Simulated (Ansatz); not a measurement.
# Cs3NaMg4F12 (Cs on 75 % of the Na sites, one arrangement): which shell does photoemission see at 60 and 1486.7 eV? (PBEsol)

The valence band of Cs3NaMg4F12 (Cs on 75 % of the Na sites, one arrangement) mixes several shells. Work out by hand which one leads the spectrum's area at each photon energy.

Filled states come from the projected DOS of Ansatz 0.2.0 (PBEsol, plane waves); cross sections σ and asymmetry parameters β are those of free atoms in a Dirac–Hartree–Slater calculation. A shell's area is states × σ × angular factor, which is 1 + β·P₂(cos θ) for linear light, with θ = 0° from the polarisation and P₂ = 1.000.

**At 60 eV** (states counted from 22.2 eV below the zero; other shells add 0.36 to the products' sum of 222):

| shell | filled states a cell | cross section (Mb an electron) | β | angular factor | product | share by hand (%) | share in the simulated spectrum (%) |
| --- | --- | --- | --- | --- | --- | --- | --- |
| Cs 5s | 5.77 | 0.0694 | 1.82 | 2.82 | 1.13 | 1 | 1 |
| Cs 5p | 14.85 | 0.101 | 0.50 | 1.50 | 2.25 | 1 | 1 |
| F 2s | 23.21 | 0.35 | 2.00 | 3.00 | 24.3 | 11 | 11 |
| F 2p | 69.92 | 1.08 | 1.37 | 2.37 | 178 | 80 | 80 |
| Na 2p | 6.00 | 1.34 | 0.92 | 1.92 | 15.4 | 7 | 7 |

**At 1486.7 eV** (states counted from 22.2 eV below the zero; other shells add 0.0013 to the products' sum of 0.186):

```
shell  filled states a cell  cross section (Mb an electron)     β  angular factor  product  share by hand (%)  share in the simulated spectrum (%)
Cs 5s                  5.77                         0.00126  1.98            2.98   0.0216                 12                                   12
Cs 5p                 14.85                         0.00114  1.73            2.73    0.046                 25                                   25
 F 2s                 23.21                         0.00141  2.00            3.00   0.0984                 53                                   53
 F 2p                 69.92                        0.000125  0.60            1.60   0.0141                  8                                    8
Na 2p                  6.00                         0.00044  0.79            1.79  0.00473                  3                                    3
```

F 2p leads at 60 eV and F 2s at 1486.7 eV. Between the two energies σ of F 2p changes by a factor 1.2e-4 and that of F 2s by 0.0040, so their ratio moves 35-fold in favour of the second. The simulated spectrum uses the same rule on the energy-resolved DOS, so the two share columns agree within a few points.

Only crystals where the two columns agree within 4 points and the lead is clear are worked in this form. Free-atom cross sections ignore the solid's final states, no escape depth or background enters, and the count of states a shell hangs on the projection.

[Logs are printed without paths, hosts, clocks, repeated set-up lines and the standing remarks that a program may print on its own settings, such as how far it seeks lower states.]
